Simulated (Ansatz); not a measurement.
## Ca3GeN (Pm-3m): Grüneisen parameters

Aim: how the phonons of Ca3GeN (Pm-3m) shift with volume, and the thermal expansion that follows.

Calculated with Ansatz 0.2.0; DFT PBEsol, scalar-relativistic, plane waves, PAW; PAW set soft_1.

## Step 1: The starting structure

Symmetry: Pm-3m, No. 221, cubic system. Conventional cell: a = 4.755 Å, b = 4.755 Å, c = 4.755 Å, α = 90.00°, β = 90.00°, γ = 90.00°. Nearest to Ca lie 2 N at 2.38 Å. Ge has 12 Ca at 3.36 Å nearest. Nearest to N lie 6 Ca at 2.38 Å. Farther neighbours, and contacts between anions beyond the nearest, are not listed.

Coordinates:

```cif
data_structure
_symmetry_space_group_name_H-M 'Pm-3m'
_symmetry_Int_Tables_number 221
_cell_length_a 4.7551
_cell_length_b 4.7551
_cell_length_c 4.7551
_cell_angle_alpha 90.000
_cell_angle_beta 90.000
_cell_angle_gamma 90.000
_cell_volume 107.51
loop_
_atom_site_label
_atom_site_type_symbol
_atom_site_symmetry_multiplicity
_atom_site_Wyckoff_symbol
_atom_site_fract_x
_atom_site_fract_y
_atom_site_fract_z
_atom_site_occupancy
Ca1 Ca 3 c 0.00000 0.50000 0.50000 1
Ge1 Ge 1 a 0.00000 0.00000 0.00000 1
N1 N 1 b 0.50000 0.50000 0.50000 1
```

## Step 2: The dispersion

Stability and thermal properties need the whole zone. Linear response on a 2×2×2 q mesh gives force constants as far as a supercell of that size would.

Input file input.yaml:

```yaml
crystal:
  lattice:
    - [4.7550544581, 0.0, 0.0]
    - [0.0, 4.7550544581, 0.0]
    - [0.0, 0.0, 4.7550544581]
  atoms:
    - { symbol: Ca, position: [0.0, 0.5, 0.5] }
    - { symbol: Ca, position: [0.5, 0.0, 0.5] }
    - { symbol: Ca, position: [0.5, 0.5, 0.0] }
    - { symbol: Ge, position: [0.0, 0.0, 0.0] }
    - { symbol: "N", position: [0.5, 0.5, 0.5] }
kpoints:
  mp_grid: { grid: [8, 8, 8] }
hamiltonian:
  xc: pbesol
  pseudopotentials: { kind: paw, azcp: { folder: soft_1 }, xc_functional: pbe }
scf:
  occupations: { method: methfessel_paxton, width: 0.2 }
output:
  eigenvalues: true
phonons:
  method: dfpt
  qmesh: [2, 2, 2]
  temperatures: { t_max: 1000, t_step: 50 }
  qpath:
    path:
      - [[0.0, 0.0, 0.0], [0.0, 0.5, 0.0], [0.5, 0.5, 0.0], [0.0, 0.0, 0.0], [0.5, 0.5, 0.5], [0.0, 0.5, 0.0]]
      - [[0.5, 0.5, 0.5], [0.5, 0.5, 0.0]]
    npoints: 10
```

On the command line:

```bash
> ansatz run input.yaml --threads 4 --pin off --max-ram 10240MiB --backend cpu --events-out ev --progress --plain --runs-dir out
```

What it wrote:

```text
Engine: ansatz 0.2.0, x86_64-unknown-linux-gnu
Pseudopotentials: kind: paw
Pseudopotential: Ca, paw, valence charge 10, recommended cutoff 420 eV (normal), soft_1/Ca.paw.azcp
Pseudopotential: Ge, paw, valence charge 14, recommended cutoff 420 eV (normal), soft_1/Ge.paw.azcp
Pseudopotential: N, paw, valence charge 5, recommended cutoff 420 eV (normal), soft_1/N.paw.azcp
Functional definition: PBEsol
  exchange = pbesol_x
  correlation = pbesol_c
Crystal: 5 atoms, lattice volume = 107.514 Å³
Basis set: ecut = 420 eV, 2103 PW (Γ), exchange–correlation on 64×64×64 points (8 copies of the dense FFT grid, shifted against one another)
Bands: 30, of which v1, the nominal top of the filled ones, is band 25 counted from 1 (24 counted from 0)
Symmetry: 48 space group operations
k-points: 35 of 512
Non-local potential: Ca, projectors of the file, l = 0: 3, l = 1: 2, l = 2: 2
Non-local potential: Ge, projectors of the file, l = 0: 2, l = 1: 2, l = 2: 3, l = 3: 1
Non-local potential: N, projectors of the file, l = 0: 2, l = 1: 2, l = 2: 1
PAW form: soft (Blöchl's): semilocal exchange-correlation on the pseudo side does not see the compensation charge
PAW frozen core: Ca, regenerated for the run's functional, and the local potential with it (the file was generated under x = pbe(κ = 0.804, μ = 0.219515), c = pbe(β = 0.066725))
PAW frozen core: Ge, regenerated for the run's functional, and the local potential with it (the file was generated under x = pbe(κ = 0.804, μ = 0.219515), c = pbe(β = 0.066725))
PAW frozen core: N, regenerated for the run's functional, and the local potential with it (the file was generated under x = pbe(κ = 0.804, μ = 0.219515), c = pbe(β = 0.066725))
PAW one-centre angular grid: Ca, 110 points (default); XC on 64 Gauss nodes
PAW one-centre angular grid: Ge, 590 points (default); XC on 64 Gauss nodes
PAW one-centre angular grid: N, 110 points (default); XC on 64 Gauss nodes
Initial density: superposition of atomic densities (chi_scale 0.1, normalization cell, long waves kept (reshape's long-wave potential 0.00 eV rms))
Initial wavefunctions: pseudopotential atomic-orbital guess
Functional: x = pbesol(κ = 0.804, μ = 0.123457), c = pbesol(β = 0.046)
SCF iter   1: F=—  HF=-10018.659797 eV  |F-HF|=—  |Δ(HF+E_count)|=         —  Δρ=4.29e-2  dr2=4.46e0  ethr=3.10e-3  ⟨swp⟩=7.9  Hψ=4862  notcnv=0
preconditioner: auto → Kerker (q_TF=auto, 2.393 Å⁻¹)  [metal: Δε(μ)=0.004 eV  Ē_g=17.361 eV  σ=0.200 eV  W_gap=0.01  n_scr=26 (ndim 8)  ℏωp=23.5 eV  f_vac=0.000  D(μ)=5.82/eV (n_scr^D=56)]
SCF iter   2: F=—  HF=-10017.667194 eV  |F-HF|=—  |Δ(HF+E_count)|=   9.93e-1  S|Δr|=    0.00e0  Δρ=2.39e-2  dr2=1.51e0  ethr=3.10e-3  ⟨swp⟩=2.8  Hψ=2096  notcnv=0  defer=31
SCF iter   3: F=—  HF=-10017.272156 eV  |F-HF|=—  |Δ(HF+E_count)|=   3.95e-1  S|Δr|=    0.00e0  Δρ=9.56e-3  dr2=2.18e-1  ethr=3.08e-3  ⟨swp⟩=2.4  Hψ=2258  notcnv=0  defer=34
SCF iter   4: F=—  HF=-10017.197602 eV  |F-HF|=—  |Δ(HF+E_count)|=   7.46e-2  S|Δr|=    0.00e0  Δρ=4.33e-3  dr2=3.06e-2  ethr=4.44e-4  ⟨swp⟩=2.0  Hψ=1914  notcnv=0  defer=34
SCF iter   5: F=—  HF=-10017.192944 eV  |F-HF|=—  |Δ(HF+E_count)|=   4.66e-3  S|Δr|=    0.00e0  Δρ=2.15e-3  dr2=1.09e-2  ethr=6.24e-5  ⟨swp⟩=2.0  Hψ=1551  notcnv=0  defer=34
SCF iter   6: F=—  HF=-10017.191982 eV  |F-HF|=—  |Δ(HF+E_count)|=   9.62e-4  S|Δr|=    0.00e0  Δρ=2.27e-3  dr2=6.60e-3  ethr=2.22e-5  ⟨swp⟩=2.0  Hψ=1253  notcnv=0  defer=34
SCF iter   7: F=—  HF=-10017.191001 eV  |F-HF|=—  |Δ(HF+E_count)|=   9.81e-4  S|Δr|=    0.00e0  Δρ=5.49e-4  dr2=3.89e-4  ethr=1.35e-5  ⟨swp⟩=2.0  Hψ=1233  notcnv=0  defer=34
SCF iter   8: F=—  HF=-10017.190955 eV  |F-HF|=—  |Δ(HF+E_count)|=   4.65e-5  S|Δr|=    0.00e0  Δρ=1.00e-4  dr2=1.43e-5  ethr=7.93e-7  ⟨swp⟩=2.1  Hψ=1747  notcnv=0  defer=34
SCF iter   9: F=—  HF=-10017.190957 eV  |F-HF|=—  |Δ(HF+E_count)|=   2.10e-6  S|Δr|=    0.00e0  Δρ=1.74e-5  dr2=4.72e-7  ethr=2.92e-8  ⟨swp⟩=2.0  Hψ=1248  notcnv=0  defer=34
SCF iter  10: F=—  HF=-10017.190956 eV  |F-HF|=—  |Δ(HF+E_count)|=   1.00e-6  S|Δr|=    0.00e0  Δρ=2.11e-6  dr2=6.99e-9  ethr=9.63e-10  ⟨swp⟩=2.0  Hψ=1767  notcnv=0  defer=34
SCF iter  11: F=—  HF=-10017.190956 eV  |F-HF|=—  |Δ(HF+E_count)|=  1.53e-10  S|Δr|=    0.00e0  Δρ=5.04e-7  dr2=2.92e-10  ethr=1.43e-11  ⟨swp⟩=2.0  Hψ=1765  notcnv=0  defer=34
SCF iter  12: F=—  HF=-10017.190956 eV  |F-HF|=—  |Δ(HF+E_count)|=  3.82e-11  S|Δr|=    0.00e0  Δρ=1.29e-7  dr2=1.71e-11  ethr=1.00e-12  ⟨swp⟩=2.0  Hψ=1752  notcnv=0  defer=34
SCF iter  13: F=-10017.190956 eV  HF=-10017.190956 eV  |F-HF|=1.82e-12  |Δ(HF+E_count)|=  1.82e-12  S|Δr|=    0.00e0  Δρ=2.16e-8  dr2=4.87e-13  ethr=1.00e-12  ⟨swp⟩=10.9  Hψ=5262  notcnv=0
SCF 1 converged in 13 iterations: F = -10017.190956 eV  dr2 = 4.87e-13
  greatest PAW one-centre occupation: 0.998 electrons in one spin orbital (limit 2), on the Ge atom at site 3 (counted from 0), in its partial waves of l = 2
phonons: the bands overlap, so this run is a metal and interpolates without the dipole-dipole term. If the crystal is really an insulator or semiconductor, its LO-TO splitting is missing
NSCF: frozen V_eff on 35 k-points
NSCF: frozen V_eff on 125 k-points
DFPT response loops at q = (0, 0, 0) (fractional): preconditioner auto → Kerker (q_TF=auto, 2.393 Å⁻¹) (partly filled bands, converged f_vac=0.000); β = 1.00, the filter's whole step (`scf.mixing.beta` (0.50) is not read by the response loops under this deck's `scf.mixing.preconditioner`; to damp them name `kerker` or `kerker_dos`, under which they read `scf.mixing.beta`, and type it under 1.00, their step now; both keys bind the ground state too); Broyden in place of MSR1
NSCF: frozen V_eff on 250 k-points
DFPT response loops at q = (0, 0, -0.5) (fractional): mixed as the last ones told, above
NSCF: frozen V_eff on 250 k-points
DFPT response loops at q = (0, -0.5, -0.5) (fractional): mixed as the last ones told, above
NSCF: frozen V_eff on 250 k-points
DFPT response loops at q = (-0.5, -0.5, -0.5) (fractional): mixed as the last ones told, above
SCF converged after 13 iterations
Stability not checked: this state was not tested for a lower state beside it, because cold or Methfessel-Paxton smearing, or corrected tetrahedra, fill the levels in a way that the test cannot read (fill_not_monotonic; see scf.lower_state_search)
Free energy (F): -10017.190956 eV
Harris-Foulkes:  -10017.190956 eV  (|F-HF|=1.82e-12)
Internal energy: -10017.181703 eV  (E = F + TS)
E sigma→0 (E₀):  -10017.188643 eV
Entropy (-TS):   -0.009253 eV (-1.851 meV/atom)
Fermi energy:    7.585471 eV
--- Per-component energies (eV) ---
  E_band       = -516.841765
  E_kinetic    = 984.922941
  E_local      = -4458.704562  (includes V_loc(G=0)·N_el)
  E_nonlocal   = 527.117324
  E_hartree    = 1786.013696
  E_xc         = -510.906301
  E_vxc        = -615.667182  (∫ρ·V_xc dr)
  E_paw        = -4624.997353  (= ΣΔE_a)
  E_vpaw       = -526.538477  (= ΣTr[D̂ρ^β])
  E_aug_tail   = 0.000809  (compensation charges beyond the density's cutoff)
  E_ewald      = -3721.930676
  E_core_change = 1.302420  (= ΣΔE_core)
  E_smearing   = -0.009253  (= −TS)
  E_closure    = -0.000000  (closes the sum)
  Σ components = -10017.190956   (vs F -10017.190956, Δ=0.00e0)
--- Band table (eV; the first three rows and the last of 35) ---
  k-point 0: bands = [... 21 lower, 6.9130, 8.7173, 8.7173, 8.7173, 8.7524, 8.7524, 9.7473, 9.7473, ... 1 higher]
  k-point 1: bands = [... 21 lower, 6.9008, 7.7994, 8.4201, 8.4201, 8.8724, 9.2872, 9.8066, 10.1720, ... 1 higher]
  k-point 2: bands = [... 21 lower, 6.8743, 6.8743, 8.0050, 8.0050, 9.2048, 9.7799, 9.9717, 10.9533, ... 1 higher]
  k-point 34: bands = [... 21 lower, 5.1741, 6.9220, 6.9220, 6.9220, 10.4196, 10.4196, 10.4196, 11.7530, ... 1 higher]
--- Phonons (Γ-DFPT): 4 representative perturbations + reference (Σ response iterations 12) ---
  ASR residual: 8.401e-5 → 0.000e0 eV/Å²; symmetrization residual: 3.187e-6 eV/Å²
  ASR residual per site (eV/Å²): 3.35e-5 3.35e-5 3.35e-5 1.63e-5 8.40e-5
  Γ frequencies (cm⁻¹): 0.00 0.00 0.00 116.74 116.74 116.74 135.65 135.65 135.65 256.36 256.36 256.36 344.88 344.88 344.88
--- Phonons (arbitrary-q DFPT): 4 irreducible q on the 2×2×2 mesh ---
  q = [0.0000, 0.0000, 0.0000] (star 1, of the zone-centre solve; hermiticity 7.40e-7, symmetrization 2.92e-12): -0.00 -0.00 -0.00 116.74 116.74 116.74 135.65 135.65 135.65 256.36 256.36 256.36 344.88 344.88 344.88
  q = [0.0000, 0.0000, -0.5000] (star 3, 9 solved perturbations in 975 linear systems a pass and spin channel, the states on 125 of 512 k-point pairs; hermiticity 7.94e-7, symmetrization 7.66e-8): 88.33 88.33 102.61 102.61 103.76 128.84 136.31 155.54 155.54 227.18 227.18 263.20 343.23 343.23 395.38
  q = [0.0000, -0.5000, -0.5000] (star 3, 9 solved perturbations in 975 linear systems a pass and spin channel, the states on 125 of 512 k-point pairs; hermiticity 4.73e-7, symmetrization 8.51e-8): 46.64 89.31 99.04 99.04 141.94 141.94 146.28 146.28 183.96 208.60 214.77 298.94 355.02 415.62 415.62
  q = [-0.5000, -0.5000, -0.5000] (star 1, 4 solved perturbations in 350 linear systems a pass and spin channel, the states on 125 of 512 k-point pairs; hermiticity 4.75e-7, symmetrization 1.03e-8): 42.59 42.59 42.59 99.11 99.11 99.11 210.34 210.34 210.34 214.06 214.06 348.05 410.44 410.44 410.44
  sum rule: each row above includes the acoustic sum rule's correction from the zone centre's row sums; it moved no ω² by more than (1.28 cm⁻¹)²
  mesh force constants: q→R imaginary residual 3.36e-18; ASR residual 8.401e-5 → 0.000e0 eV/Å²; symmetrization residual 5.329e-15 eV/Å²
  interpolated dispersion: 62 rows × 15 modes
  density of states and harmonic sums: on the 14×14×14 q-mesh, interpolated from the force constants of a 2×2×2 supercell (no non-analytic term)
  largest difference from the sums on the solved wave vectors: F 6.26e-2 eV, S 9.49e-5 and C_V 3.22e-5 eV/K
  zero-point energy: 0.181782 eV/cell   skipped modes (ω ≤ 0): 3   left out of the sums: 7.29e-5 of the cell's modes: C_V's classical limit lies that fraction below 3 k_B per atom; for a crystal, a wire or a layer, F and S can be off by more, and a phonons.interpolated_qmesh denser along its periods is the remedy for the sampling
```

Run time: 3.5 min. Hardware: 4 threads of AMD EPYC 7R43, shared host; peak memory 1.4 GiB; 13 min of CPU time.

Numbers from this step:

- volume per atom: 21.50 Å³
- gap on the k-mesh: 0 eV
- sum-rule residual before enforcement: 8.40e-5 eV/Å²
- lowest frequency on the path: 0 cm⁻¹
- point group: m-3m
- highest frequency on path, mesh or solved points: 415.6 cm⁻¹
- mean frequency: 195.5 cm⁻¹
- Debye temperature (second moment): 416 K
- logarithmic mean frequency: 166.8 cm⁻¹
- highest optical mode at the zone centre (no LO-TO term): 344.9 cm⁻¹
- lowest optical zone-centre mode: 116.7 cm⁻¹
- lowest mode on the q mesh (acoustic modes at Γ apart): 42.59 cm⁻¹
- zero-point energy per atom: 36.36 meV
- heat capacity at 300 K: 22.80 J/(mol atoms K)
- vibrational entropy at 300 K: 31.63 J/(mol atoms K)

Frequencies (cm⁻¹) solved at each irreducible wavevector; negative means imaginary. Frequencies by wavevector, by row:

```csv
q in reciprocal lattice units,star,mode 1,mode 2,mode 3,mode 4,mode 13,mode 14,mode 15
0 0 0,1,0,0,0,116.7,344.9,344.9,344.9
0 0 -0.5,3,88.3,88.3,102.6,102.6,343.2,343.2,395.4
0 -0.5 -0.5,3,46.6,89.3,99,99,355,415.6,415.6
-0.5 -0.5 -0.5,1,42.6,42.6,42.6,99.1,410.4,410.4,410.4
```

Symmetry leaves 4 wavevectors to solve. The lowest mode among them, the acoustic zeros apart, lies at q = (-0.5, -0.5, -0.5) and is real, 42.6 cm⁻¹.

## Step 3: Relaxing at another volume, volume ratio 0.97

The volume is scaled by 0.97 and held; symmetry leaves nothing to relax, so this is a single point. The modes can then be followed against volume.

input.yaml, the sections that differ from step 2:

```yaml
crystal:
  lattice:
    - [4.7070203209, 0.0, 0.0]
    - [0.0, 4.7070203209, 0.0]
    - [0.0, 0.0, 4.7070203209]
  atoms:
    - { symbol: Ca, position: [0.0, 0.5, 0.5] }
    - { symbol: Ca, position: [0.5, 0.0, 0.5] }
    - { symbol: Ca, position: [0.5, 0.5, 0.0] }
    - { symbol: Ge, position: [0.0, 0.0, 0.0] }
    - { symbol: "N", position: [0.5, 0.5, 0.5] }
output:
  forces: true
  stress: true
  eigenvalues: true
# kpoints, hamiltonian, scf: as in step 2
# phonons: removed
```

What it wrote:

```text
[...]
Crystal: 5 atoms, lattice volume = 104.289 Å³
Basis set: ecut = 420 eV, 2007 PW (Γ), exchange–correlation on 64×64×64 points (8 copies of the dense FFT grid, shifted against one another)
Bands: 30, of which v1, the nominal top of the filled ones, is band 25 counted from 1 (24 counted from 0)
Symmetry: 48 space group operations
[...]
k-points: 35 of 512
[...]
k-point 0: bands = [... 21 lower, 7.2559, 9.0508, 9.0508, 9.0613, 9.0613, 9.0613, 10.0468, 10.0468, ... 1 higher]
  k-point 1: bands = [... 21 lower, 7.2412, 8.1237, 8.7434, 8.7434, 9.1744, 9.6332, 10.1077, 10.4968, ... 1 higher]
  k-point 2: bands = [... 21 lower, 7.2091, 7.2091, 8.3127, 8.3127, 9.5168, 10.1535, 10.2771, 11.3071, ... 1 higher]
  k-point 34: bands = [... 21 lower, 5.4216, 7.2382, 7.2382, 7.2382, 10.7783, 10.7783, 10.7783, 12.1223, ... 1 higher]
[key lines of the parts left out:]
SCF converged after 10 iterations
Free energy (F): -10017.172057 eV
Fermi energy:    7.880736 eV
P = ⅓ Tr σ = 1.9338 GPa (19.338 kbar)
```

The job ended after 2.1 s (4 threads; peak memory 0.5 GiB).

This run has no spin polarisation although its electron count is odd.

This step gave:

* pressure: 1.934 GPa
* volume per atom: 20.86 Å³

## Step 4: Phonons at the other volume, volume ratio 0.97

The phonons are repeated at this volume on the same meshes, so that differences come from the volume alone.

input.yaml, as its differences from that of step 3:

```diff
@@ -19,4 +19,11 @@
 output:
-  forces: true
-  stress: true
   eigenvalues: true
+phonons:
+  method: dfpt
+  qmesh: [2, 2, 2]
+  temperatures: { t_max: 1000, t_step: 50 }
+  qpath:
+    path:
+      - [[0.0, 0.0, 0.0], [0.0, 0.5, 0.0], [0.5, 0.5, 0.0], [0.0, 0.0, 0.0], [0.5, 0.5, 0.5], [0.0, 0.5, 0.0]]
+      - [[0.5, 0.5, 0.5], [0.5, 0.5, 0.0]]
+    npoints: 10
```

What it wrote:

```text
[...]
Crystal: 5 atoms, lattice volume = 104.289 Å³
Basis set: ecut = 420 eV, 2007 PW (Γ), exchange–correlation on 64×64×64 points (8 copies of the dense FFT grid, shifted against one another)
Bands: 30, of which v1, the nominal top of the filled ones, is band 25 counted from 1 (24 counted from 0)
Symmetry: 48 space group operations
k-points: 35 of 512
[...]
SCF iter   1: F=—  HF=-10018.675883 eV  |F-HF|=—  |Δ(HF+E_count)|=         —  Δρ=4.37e-2  dr2=4.57e0  ethr=3.10e-3  ⟨swp⟩=8.0  Hψ=4879  notcnv=0
[...]
SCF iter  13: F=-10017.172057 eV  HF=-10017.172057 eV  |F-HF|=1.82e-12  |Δ(HF+E_count)|=  7.28e-12  S|Δr|=    0.00e0  Δρ=3.94e-8  dr2=1.89e-12  ethr=1.00e-12  ⟨swp⟩=11.1  Hψ=5631  notcnv=0
SCF 1 converged in 13 iterations: F = -10017.172057 eV  dr2 = 1.89e-12
[...]
NSCF: frozen V_eff on 35 k-points
[...]
SCF converged after 13 iterations
[...]
Free energy (F): -10017.172057 eV
[...]
Internal energy: -10017.163464 eV  (E = F + TS)
E sigma→0 (E₀):  -10017.169908 eV
Entropy (-TS):   -0.008593 eV (-1.719 meV/atom)
Fermi energy:    7.880738 eV
[...]
--- Band table (eV; the first three rows and the last of 35) ---
  k-point 0: bands = [... 21 lower, 7.2559, 9.0508, 9.0508, 9.0613, 9.0613, 9.0613, 10.0468, 10.0468, ... 1 higher]
  k-point 1: bands = [... 21 lower, 7.2412, 8.1237, 8.7434, 8.7434, 9.1744, 9.6332, 10.1076, 10.4968, ... 1 higher]
  k-point 2: bands = [... 21 lower, 7.2091, 7.2091, 8.3127, 8.3127, 9.5168, 10.1535, 10.2771, 11.3071, ... 1 higher]
  k-point 34: bands = [... 21 lower, 5.4216, 7.2382, 7.2382, 7.2382, 10.7783, 10.7783, 10.7783, 12.1223, ... 1 higher]
[...]
ASR residual: 9.398e-5 → 0.000e0 eV/Å²; symmetrization residual: 3.154e-6 eV/Å²
  ASR residual per site (eV/Å²): 1.78e-5 1.78e-5 1.78e-5 1.06e-5 9.40e-5
[...]
--- Phonons (arbitrary-q DFPT): 4 irreducible q on the 2×2×2 mesh ---
[...]
interpolated dispersion: 62 rows × 15 modes
[...]
```

Wall time 3.4 min (4 threads); peak memory 1.3 GiB.

Numbers from this step:

```
sum-rule residual before enforcement                    : 9.40e-5 eV/Å²
highest frequency on path, mesh or solved points        : 433.1 cm⁻¹
mean frequency                                          : 203.5 cm⁻¹
Debye temperature (second moment)                       : 434 K
logarithmic mean frequency                              : 173.2 cm⁻¹
highest optical mode at the zone centre (no LO-TO term) : 366.9 cm⁻¹
lowest optical zone-centre mode                         : 123.7 cm⁻¹
lowest mode on the q mesh (acoustic modes at Γ apart)   : 42.24 cm⁻¹
zero-point energy per atom                              : 37.85 meV
heat capacity at 300 K                                  : 22.63 J/(mol atoms K)
vibrational entropy at 300 K                            : 30.80 J/(mol atoms K)
```

Frequencies (cm⁻¹) solved at each irreducible wavevector; negative means imaginary. Frequencies by wavevector, by row:

```csv
q in reciprocal lattice units,star,mode 1,mode 2,mode 3,mode 4,mode 13,mode 14,mode 15
0 0 0,1,0,0,0,123.7,366.9,366.9,366.9
0 0 -0.5,3,92.6,92.6,106,106,366.5,366.5,411
0 -0.5 -0.5,3,48.2,94.8,104,104,378,433.1,433.1
-0.5 -0.5 -0.5,1,42.2,42.2,42.2,103.8,428.8,428.8,428.8
```

The highest optical mode at the zone centre (no LO-TO term) is 366.9 cm⁻¹, +22.0 cm⁻¹ against the base run.

## Step 5: Relaxing at another volume, volume ratio 1.03

The volume is scaled by 1.03 and held; symmetry leaves nothing to relax, so this is a single point. The modes can then be followed against volume.

input.yaml, the sections that differ from step 4:

```yaml
crystal:
  lattice:
    - [4.8021372672, 0.0, 0.0]
    - [0.0, 4.8021372672, 0.0]
    - [0.0, 0.0, 4.8021372672]
  atoms:
    - { symbol: Ca, position: [0.0, 0.5, 0.5] }
    - { symbol: Ca, position: [0.5, 0.0, 0.5] }
    - { symbol: Ca, position: [0.5, 0.5, 0.0] }
    - { symbol: Ge, position: [0.0, 0.0, 0.0] }
    - { symbol: "N", position: [0.5, 0.5, 0.5] }
output:
  forces: true
  stress: true
  eigenvalues: true
# kpoints, hamiltonian, scf: as in step 4
# phonons: removed
```

What it wrote:

```text
[...]
Crystal: 5 atoms, lattice volume = 110.740 Å³
Basis set: ecut = 420 eV, 2109 PW (Γ), exchange–correlation on 72×72×72 points (8 copies of the dense FFT grid, shifted against one another)
Bands: 30, of which v1, the nominal top of the filled ones, is band 25 counted from 1 (24 counted from 0)
Symmetry: 48 space group operations
[...]
k-points: 35 of 512
[...]
k-point 0: bands = [... 21 lower, 6.5930, 8.3934, 8.3934, 8.3934, 8.4696, 8.4696, 9.4626, 9.4626, ... 1 higher]
  k-point 1: bands = [... 21 lower, 6.5828, 7.4916, 8.1146, 8.1146, 8.5861, 8.9578, 9.5204, 9.8643, ... 1 higher]
  k-point 2: bands = [... 21 lower, 6.5612, 6.5612, 7.7146, 7.7146, 8.9094, 9.4239, 9.6812, 10.6180, ... 1 higher]
  k-point 34: bands = [... 21 lower, 4.9410, 6.6261, 6.6261, 6.6261, 10.0800, 10.0800, 10.0800, 11.4020, ... 1 higher]
[key lines of the parts left out:]
SCF converged after 10 iterations
Free energy (F): -10017.173692 eV
Fermi energy:    7.307178 eV
P = ⅓ Tr σ = -1.6685 GPa (-16.685 kbar)
```

The job ended after 2.4 s (4 threads; peak memory 0.48 GiB).

Read from the output:

```
pressure        : -1.668 GPa
volume per atom : 22.15 Å³
```

The run ends at a pressure of -1.67 GPa.

(Part 1 of 2 ends here.)

[Long decimals in the printed logs are rounded to 6 places.]

[Logs are printed without paths, hosts, clocks, repeated set-up lines and the standing remarks that a program may print on its own settings, such as how far it seeks lower states.]

[Hosts, paths, dates, database ids (printed as entryN), source tags and the programs' standing remarks are cut or masked in the printed files.]

[Where the starting crystal was built by hand or by swapping elements, it need not be the compound's stable phase.]
